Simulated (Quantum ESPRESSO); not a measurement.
# Ba2Cu3Cl2O4: spin-resolved density of states, part 2 of 2

Wanted: the exchange-split electronic structure of Ba2Cu3Cl2O4.

Quantum ESPRESSO 7.5; LDA with U = 6 eV on Cu d (ortho-atomic projectors); plane waves with GBRV 1.5 LDA potentials, no spin-orbit coupling.

So far: Starting point; Ground-state run.

### Step 3. Projected density of states

Level of this step: LDA with U = 6 eV on Cu d (ortho-atomic projectors); plane waves with GBRV 1.5 LDA potentials, no spin-orbit coupling, projections on orthogonalised atomic orbitals (Quantum ESPRESSO).

projwfc.in reads:

```
&PROJWFC
  prefix = 'pwscf'
  outdir = './tmp'
  filpdos = 'pdos'
  ngauss = 0
  degauss = 0.01
  DeltaE = 0.05
  Emin = -1.96
  Emax = 12.04
/
```

Command:

```bash
OMP_NUM_THREADS=1 mpirun -n 4 projwfc.x -nk 4 -in projwfc.in > projwfc.out
```

The log of the run:

```text
[banner, memory and clock lines left out]
Program PROJWFC v.7.5 starts

     [... lines left out ...]
     IMPORTANT: XC functional enforced from input :
     Exchange-correlation= PZ
                           (   1   1   0   0   0   0   0)
     Any further DFT definition will be discarded
     Please, verify this is what you really want

     G-vector sticks info

     Check: negative core charge=   -0.000002

     negative rho (up, down):  1.042E-01 1.044E-01

     Gaussian broadening (read from input): ngauss,degauss=   0    0.010000

     Calling projwave ....

  Problem Sizes
  natomwfc =           89
  nbnd     =           78
  nkstot   =           92
  npwx     =         6118
  nkb      =          192

     Atomic states used for projection
     (read from pseudopotential files):

     state #   1: atom   1 (Ba ), wfc  1 (l=0 m= 1)
     state #   2: atom   1 (Ba ), wfc  2 (l=1 m= 1)
     state #   3: atom   1 (Ba ), wfc  2 (l=1 m= 2)
     state #   4: atom   1 (Ba ), wfc  2 (l=1 m= 3)
     state #   5: atom   1 (Ba ), wfc  3 (l=2 m= 1)
     state #   6: atom   1 (Ba ), wfc  3 (l=2 m= 2)
     state #   7: atom   1 (Ba ), wfc  3 (l=2 m= 3)
     state #   8: atom   1 (Ba ), wfc  3 (l=2 m= 4)
     state #   9: atom   1 (Ba ), wfc  3 (l=2 m= 5)
     state #  10: atom   1 (Ba ), wfc  4 (l=0 m= 1)
     state #  11: atom   1 (Ba ), wfc  5 (l=1 m= 1)
     state #  12: atom   1 (Ba ), wfc  5 (l=1 m= 2)
     state #  13: atom   1 (Ba ), wfc  5 (l=1 m= 3)
     state #  14: atom   2 (Ba ), wfc  1 (l=0 m= 1)
     state #  15: atom   2 (Ba ), wfc  2 (l=1 m= 1)
     state #  16: atom   2 (Ba ), wfc  2 (l=1 m= 2)
     state #  17: atom   2 (Ba ), wfc  2 (l=1 m= 3)
     state #  18: atom   2 (Ba ), wfc  3 (l=2 m= 1)
     state #  19: atom   2 (Ba ), wfc  3 (l=2 m= 2)
     state #  20: atom   2 (Ba ), wfc  3 (l=2 m= 3)
     state #  21: atom   2 (Ba ), wfc  3 (l=2 m= 4)
     state #  22: atom   2 (Ba ), wfc  3 (l=2 m= 5)
     state #  23: atom   2 (Ba ), wfc  4 (l=0 m= 1)
     state #  24: atom   2 (Ba ), wfc  5 (l=1 m= 1)
     state #  25: atom   2 (Ba ), wfc  5 (l=1 m= 2)
     state #  26: atom   2 (Ba ), wfc  5 (l=1 m= 3)
     state #  27: atom   3 (Cu1), wfc  1 (l=0 m= 1)
     state #  28: atom   3 (Cu1), wfc  2 (l=1 m= 1)
     state #  29: atom   3 (Cu1), wfc  2 (l=1 m= 2)
     state #  30: atom   3 (Cu1), wfc  2 (l=1 m= 3)
     state #  31: atom   3 (Cu1), wfc  3 (l=2 m= 1)
     state #  32: atom   3 (Cu1), wfc  3 (l=2 m= 2)
     state #  33: atom   3 (Cu1), wfc  3 (l=2 m= 3)
     state #  34: atom   3 (Cu1), wfc  3 (l=2 m= 4)
     state #  35: atom   3 (Cu1), wfc  3 (l=2 m= 5)
     state #  36: atom   3 (Cu1), wfc  4 (l=0 m= 1)
     state #  37: atom   3 (Cu1), wfc  5 (l=1 m= 1)
     state #  38: atom   3 (Cu1), wfc  5 (l=1 m= 2)
     state #  39: atom   3 (Cu1), wfc  5 (l=1 m= 3)
     state #  40: atom   4 (Cu2), wfc  1 (l=0 m= 1)
     state #  41: atom   4 (Cu2), wfc  2 (l=1 m= 1)
     state #  42: atom   4 (Cu2), wfc  2 (l=1 m= 2)
     state #  43: atom   4 (Cu2), wfc  2 (l=1 m= 3)
     state #  44: atom   4 (Cu2), wfc  3 (l=2 m= 1)
     state #  45: atom   4 (Cu2), wfc  3 (l=2 m= 2)
     state #  46: atom   4 (Cu2), wfc  3 (l=2 m= 3)
     state #  47: atom   4 (Cu2), wfc  3 (l=2 m= 4)
     state #  48: atom   4 (Cu2), wfc  3 (l=2 m= 5)
     state #  49: atom   4 (Cu2), wfc  4 (l=0 m= 1)
     state #  50: atom   4 (Cu2), wfc  5 (l=1 m= 1)
     state #  51: atom   4 (Cu2), wfc  5 (l=1 m= 2)
     state #  52: atom   4 (Cu2), wfc  5 (l=1 m= 3)
     state #  53: atom   5 (Cu1), wfc  1 (l=0 m= 1)
     state #  54: atom   5 (Cu1), wfc  2 (l=1 m= 1)
     state #  55: atom   5 (Cu1), wfc  2 (l=1 m= 2)
     state #  56: atom   5 (Cu1), wfc  2 (l=1 m= 3)
     state #  57: atom   5 (Cu1), wfc  3 (l=2 m= 1)
     state #  58: atom   5 (Cu1), wfc  3 (l=2 m= 2)
     state #  59: atom   5 (Cu1), wfc  3 (l=2 m= 3)
     state #  60: atom   5 (Cu1), wfc  3 (l=2 m= 4)
     state #  61: atom   5 (Cu1), wfc  3 (l=2 m= 5)
     state #  62: atom   5 (Cu1), wfc  4 (l=0 m= 1)
     state #  63: atom   5 (Cu1), wfc  5 (l=1 m= 1)
     state #  64: atom   5 (Cu1), wfc  5 (l=1 m= 2)
     state #  65: atom   5 (Cu1), wfc  5 (l=1 m= 3)
     state #  66: atom   6 (Cl ), wfc  1 (l=0 m= 1)
     state #  67: atom   6 (Cl ), wfc  2 (l=1 m= 1)
     state #  68: atom   6 (Cl ), wfc  2 (l=1 m= 2)
     state #  69: atom   6 (Cl ), wfc  2 (l=1 m= 3)
     state #  70: atom   7 (Cl ), wfc  1 (l=0 m= 1)
     state #  71: atom   7 (Cl ), wfc  2 (l=1 m= 1)
     state #  72: atom   7 (Cl ), wfc  2 (l=1 m= 2)
     state #  73: atom   7 (Cl ), wfc  2 (l=1 m= 3)
     state #  74: atom   8 (O  ), wfc  1 (l=0 m= 1)
     state #  75: atom   8 (O  ), wfc  2 (l=1 m= 1)
     state #  76: atom   8 (O  ), wfc  2 (l=1 m= 2)
     state #  77: atom   8 (O  ), wfc  2 (l=1 m= 3)
     state #  78: atom   9 (O  ), wfc  1 (l=0 m= 1)
     state #  79: atom   9 (O  ), wfc  2 (l=1 m= 1)
     state #  80: atom   9 (O  ), wfc  2 (l=1 m= 2)
     state #  81: atom   9 (O  ), wfc  2 (l=1 m= 3)
     state #  82: atom  10 (O  ), wfc  1 (l=0 m= 1)
     state #  83: atom  10 (O  ), wfc  2 (l=1 m= 1)
     state #  84: atom  10 (O  ), wfc  2 (l=1 m= 2)
     state #  85: atom  10 (O  ), wfc  2 (l=1 m= 3)
     state #  86: atom  11 (O  ), wfc  1 (l=0 m= 1)
     state #  87: atom  11 (O  ), wfc  2 (l=1 m= 1)
     state #  88: atom  11 (O  ), wfc  2 (l=1 m= 2)
     state #  89: atom  11 (O  ), wfc  2 (l=1 m= 3)

 [... projections of the bands left out ...]

Lowdin Charges:

     Atom #   1: total charge =   9.8078, s =  2.1623, p =  6.5506, d =  1.0949,
                 spin up      =   4.9087, s =  1.0814,
                 spin up      =   4.9087, p =  3.2753, pz=  1.0948, px=  1.0895, py=  1.0911,
                 spin up      =   4.9087, d =  0.5520, dz2=  0.0766, dxz=  0.1339, dyz=  0.1348, dx2-y2=  0.1161, dxy=  0.0905,
                 spin down    =   4.8991, s =  1.0809,
                 spin down    =   4.8991, p =  3.2753, pz=  1.0937, px=  1.0916, py=  1.0900,
                 spin down    =   4.8991, d =  0.5429, dz2=  0.0715, dxz=  0.1325, dyz=  0.1315, dx2-y2=  0.1164, dxy=  0.0910,
                 polarization =   0.0097, s =  0.0006, p =  0.0000, d =  0.0090,
     Atom #   2: total charge =   9.8078, s =  2.1623, p =  6.5506, d =  1.0949,
                 spin up      =   4.9087, s =  1.0814,
                 spin up      =   4.9087, p =  3.2753, pz=  1.0948, px=  1.0895, py=  1.0911,
                 spin up      =   4.9087, d =  0.5520, dz2=  0.0766, dxz=  0.1339, dyz=  0.1348, dx2-y2=  0.1161, dxy=  0.0905,
                 spin down    =   4.8991, s =  1.0809,
                 spin down    =   4.8991, p =  3.2753, pz=  1.0937, px=  1.0916, py=  1.0900,
                 spin down    =   4.8991, d =  0.5429, dz2=  0.0715, dxz=  0.1325, dyz=  0.1315, dx2-y2=  0.1164, dxy=  0.0910,
                 polarization =   0.0097, s =  0.0006, p =  0.0000, d =  0.0090,
     Atom #   3: total charge =  18.5596, s =  2.3723, p =  6.9282, d =  9.2591,
                 spin up      =   9.5336, s =  1.1759,
                 spin up      =   9.5336, p =  3.4550, pz=  1.1049, px=  1.1834, py=  1.1667,
                 spin up      =   9.5336, d =  4.9027, dz2=  0.9677, dxz=  0.9862, dyz=  0.9900, dx2-y2=  0.9899, dxy=  0.9690,
                 spin down    =   9.0261, s =  1.1965,
                 spin down    =   9.0261, p =  3.4732, pz=  1.1065, px=  1.1905, py=  1.1762,
                 spin down    =   9.0261, d =  4.3564, dz2=  0.9618, dxz=  0.9834, dyz=  0.9878, dx2-y2=  0.9874, dxy=  0.4359,
                 polarization =   0.5075, s = -0.0206, p = -0.0182, d =  0.5464,
     Atom #   4: total charge =  18.5570, s =  2.3726, p =  6.9283, d =  9.2561,
                 spin up      =   9.0164, s =  1.1943,
                 spin up      =   9.0164, p =  3.4688, pz=  1.1051, px=  1.1741, py=  1.1896,
                 spin up      =   9.0164, d =  4.3533, dz2=  0.9620, dxz=  0.9879, dyz=  0.9834, dx2-y2=  0.9875, dxy=  0.4325,
                 spin down    =   9.5406, s =  1.1782,
                 spin down    =   9.5406, p =  3.4595, pz=  1.1066, px=  1.1688, py=  1.1841,
                 spin down    =   9.5406, d =  4.9028, dz2=  0.9678, dxz=  0.9900, dyz=  0.9863, dx2-y2=  0.9899, dxy=  0.9688,
                 polarization =  -0.5242, s =  0.0161, p =  0.0093, d = -0.5496,
     Atom #   5: total charge =  18.5168, s =  2.4437, p =  6.8397, d =  9.2334,
                 spin up      =   9.5663, s =  1.2187,
                 spin up      =   9.5663, p =  3.4170, pz=  1.0765, px=  1.1706, py=  1.1698,
                 spin up      =   9.5663, d =  4.9306, dz2=  0.9686, dxz=  0.9907, dyz=  0.9907, dx2-y2=  0.9892, dxy=  0.9915,
                 spin down    =   8.9505, s =  1.2251,
                 spin down    =   8.9505, p =  3.4227, pz=  1.0781, px=  1.1719, py=  1.1727,
                 spin down    =   8.9505, d =  4.3028, dz2=  0.9619, dxz=  0.9884, dyz=  0.9884, dx2-y2=  0.9862, dxy=  0.3778,
                 polarization =   0.6157, s = -0.0064, p = -0.0057, d =  0.6278,
     Atom #   6: total charge =   7.0091, s =  1.6836, p =  5.3255, d =  0.0000,
                 spin up      =   3.5045, s =  0.8417,
                 spin up      =   3.5045, p =  2.6628, pz=  0.8844, px=  0.8892, py=  0.8892,
                 spin up      =   3.5045, d =  0.0000, dz2=  0.0000, dxz=  0.0000, dyz=  0.0000, dx2-y2=  0.0000, dxy=  0.0000,
                 spin down    =   3.5046, s =  0.8418,
                 spin down    =   3.5046, p =  2.6628, pz=  0.8849, px=  0.8889, py=  0.8889,
                 spin down    =   3.5046, d =  0.0000, dz2=  0.0000, dxz=  0.0000, dyz=  0.0000, dx2-y2=  0.0000, dxy=  0.0000,
                 polarization =  -0.0000, s = -0.0001, p =  0.0000, d =  0.0000,
     Atom #   7: total charge =   7.0091, s =  1.6836, p =  5.3255, d =  0.0000,
                 spin up      =   3.5045, s =  0.8417,
                 spin up      =   3.5045, p =  2.6628, pz=  0.8844, px=  0.8892, py=  0.8892,
                 spin up      =   3.5045, d =  0.0000, dz2=  0.0000, dxz=  0.0000, dyz=  0.0000, dx2-y2=  0.0000, dxy=  0.0000,
                 spin down    =   3.5046, s =  0.8418,
                 spin down    =   3.5046, p =  2.6628, pz=  0.8849, px=  0.8889, py=  0.8889,
                 spin down    =   3.5046, d =  0.0000, dz2=  0.0000, dxz=  0.0000, dyz=  0.0000, dx2-y2=  0.0000, dxy=  0.0000,
                 polarization =  -0.0000, s = -0.0001, p =  0.0000, d =  0.0000,
     Atom #   8: total charge =   6.3488, s =  1.6096, p =  4.7392, d =  0.0000,
                 spin up      =   3.2220, s =  0.8082,
                 spin up      =   3.2220, p =  2.4138, pz=  0.8656, px=  0.7728, py=  0.7754,
                 spin up      =   3.2220, d =  0.0000, dz2=  0.0000, dxz=  0.0000, dyz=  0.0000, dx2-y2=  0.0000, dxy=  0.0000,
                 spin down    =   3.1268, s =  0.8014,
                 spin down    =   3.1268, p =  2.3254, pz=  0.8624, px=  0.7324, py=  0.7306,
                 spin down    =   3.1268, d =  0.0000, dz2=  0.0000, dxz=  0.0000, dyz=  0.0000, dx2-y2=  0.0000, dxy=  0.0000,
                 polarization =   0.0952, s =  0.0068, p =  0.0884, d =  0.0000,
     Atom #   9: total charge
```

Elapsed: 12 s, on 4 MPI ranks of Intel Xeon Platinum 8259CL at 2.50GHz (Skylake/Cascade Lake), shared host; peak memory 0.64 GiB; 47 s of CPU time.

The density of states has structure finer than the step of the table below, so its rows give means over 0.5 eV, whole bins alone (the curve runs from -9.00 to 5.05 eV). Peaks (eV: height): up -5.85: 9.44, -5.35: 6.59, -4.90: 10.7, -3.45: 7.83; down -6.80: 4.15, -5.75: 9.26, -4.70: 8.84, -3.50: 7.87; Ba1 p up -3.55: 0.122, 3.50: 0.2, 3.85: 0.238; Ba1 p down -3.55: 0.117, 3.85: 0.257; Cu3 d up -6.90: 2.04, -5.85: 3.17, -5.35: 2.11, -4.95: 1.66.

Gaussian broadening of 0.136 eV on the SCF mesh. The density of states by energy, zero at the Fermi level; means over each step; 7 of 10 lines; values in states/eV/cell:

| energy (eV) | up | down | Ba1 p up | Ba1 p down | Cu3 d up | Cu3 d down | Cu4 d up |
| --- | --- | --- | --- | --- | --- | --- | --- |
| -8.5 | 0 | 0 | 0 | 0 | 0 | 0 | 0 |
| -8.0 | 0.182 | 0.0369 | 1.3e-4 | 5.9e-6 | 0.0175 | 0.00281 | 0.0125 |
| -7.5 | 1.44 | 1.19 | 0.00276 | 0.00211 | 0.401 | 0.0827 | 0.0936 |
| -7.0 | 3.10 | 2.43 | 0.00263 | 0.00235 | 1.20 | 0.147 | 0.154 |
| -6.5 | 3.47 | 2.29 | 0.00256 | 0.00201 | 0.692 | 0.198 | 0.180 |
| -6.0 | 5.44 | 4.11 | 0.00702 | 0.00550 | 1.92 | 0.889 | 1.07 |
| -5.5 | 5.40 | 5.04 | 0.00783 | 0.00765 | 1.88 | 1.27 | 0.842 |
| -5.0 | 8.08 | 6.03 | 0.0165 | 0.0135 | 1.34 | 2.12 | 2.87 |
| -4.5 | 4.38 | 7.72 | 0.0219 | 0.0290 | 0.790 | 1.83 | 1.41 |
| -4.0 | 2.98 | 3.98 | 0.0279 | 0.0242 | 0.131 | 0.548 | 0.355 |
| -3.5 | 7.07 | 7.37 | 0.0940 | 0.0959 | 0.197 | 0.257 | 0.298 |
| -3.0 | 7.09 | 7.31 | 0.0322 | 0.0366 | 0.267 | 0.340 | 0.418 |
| -2.5 | 5.25 | 5.19 | 0.0232 | 0.0217 | 0.263 | 0.438 | 0.429 |
| -2.0 | 4.54 | 4.67 | 0.0135 | 0.0138 | 0.267 | 0.217 | 0.230 |
| -1.5 | 3.44 | 4.09 | 0.0110 | 0.0131 | 0.312 | 0.285 | 0.247 |
| -1.0 | 0.867 | 0.552 | 0.00249 | 7.7e-4 | 0.0413 | 0.0212 | 0.0129 |
| -0.5 | 1.03 | 0.00825 | 0.00102 | 0 | 0.00985 | 6.5e-6 | 0.0109 |
| 0.0 | 0.380 | 0.121 | 9.0e-4 | 7.2e-4 | 3.3e-4 | 0.0824 | 0.0986 |
| 0.5 | 0.530 | 0.523 | 0.00194 | 0.00201 | 0.00279 | 0.327 | 0.333 |
| 1.0 | 0.752 | 1.04 | 7.7e-4 | 0.00141 | 0.0157 | 0.415 | 0.413 |
| 1.5 | 0.461 | 1.79 | 1.2e-4 | 0.00103 | 0.0220 | 0.201 | 0.213 |
| 2.0 | 0.123 | 0.541 | 9.5e-5 | 1.2e-4 | 0.00663 | 0.0714 | 0.0479 |
| 2.5 | 0.130 | 0.115 | 0.00638 | 0.00495 | 0.00149 | 0.00178 | 0.00183 |
| 3.0 | 0.438 | 0.390 | 0.0278 | 0.0228 | 0.00333 | 0.00399 | 0.00428 |
| 3.5 | 2.44 | 2.34 | 0.164 | 0.156 | 0.00898 | 0.0126 | 0.0124 |
| 4.0 | 3.22 | 3.31 | 0.173 | 0.183 | 0.00701 | 0.00915 | 0.00931 |
| 4.5 | 3.01 | 2.98 | 0.0894 | 0.0909 | 0.00775 | 0.0112 | 0.0112 |

### Step 4. Results

```yaml
state: ferrimagnetic
largest_moment_in_a_sphere: 0.649 μB
```

Distinct peaks of the density of states (up) stand at -6.70, -5.85, -5.35, -4.90 and -3.45 eV; the one at -4.90 eV is strongest. These are Kohn–Sham states without spin–orbit coupling, on the mesh of the self-consistent run.

[Logs and program files are shortened in this print: banners, set-up blocks, solver, clock and traceback lines can be left out without a mark of their own.]

[Logs are printed without paths, hosts, clocks, repeated set-up lines and the standing remarks that a program may print on its own settings, such as how far it seeks lower states.]

[Hosts, paths, dates, database ids (printed as entryN), source tags and the programs' standing remarks are cut or masked in the printed files.]

[Where a cell is said to come from a database of computed structures, the database is the Materials Project.]
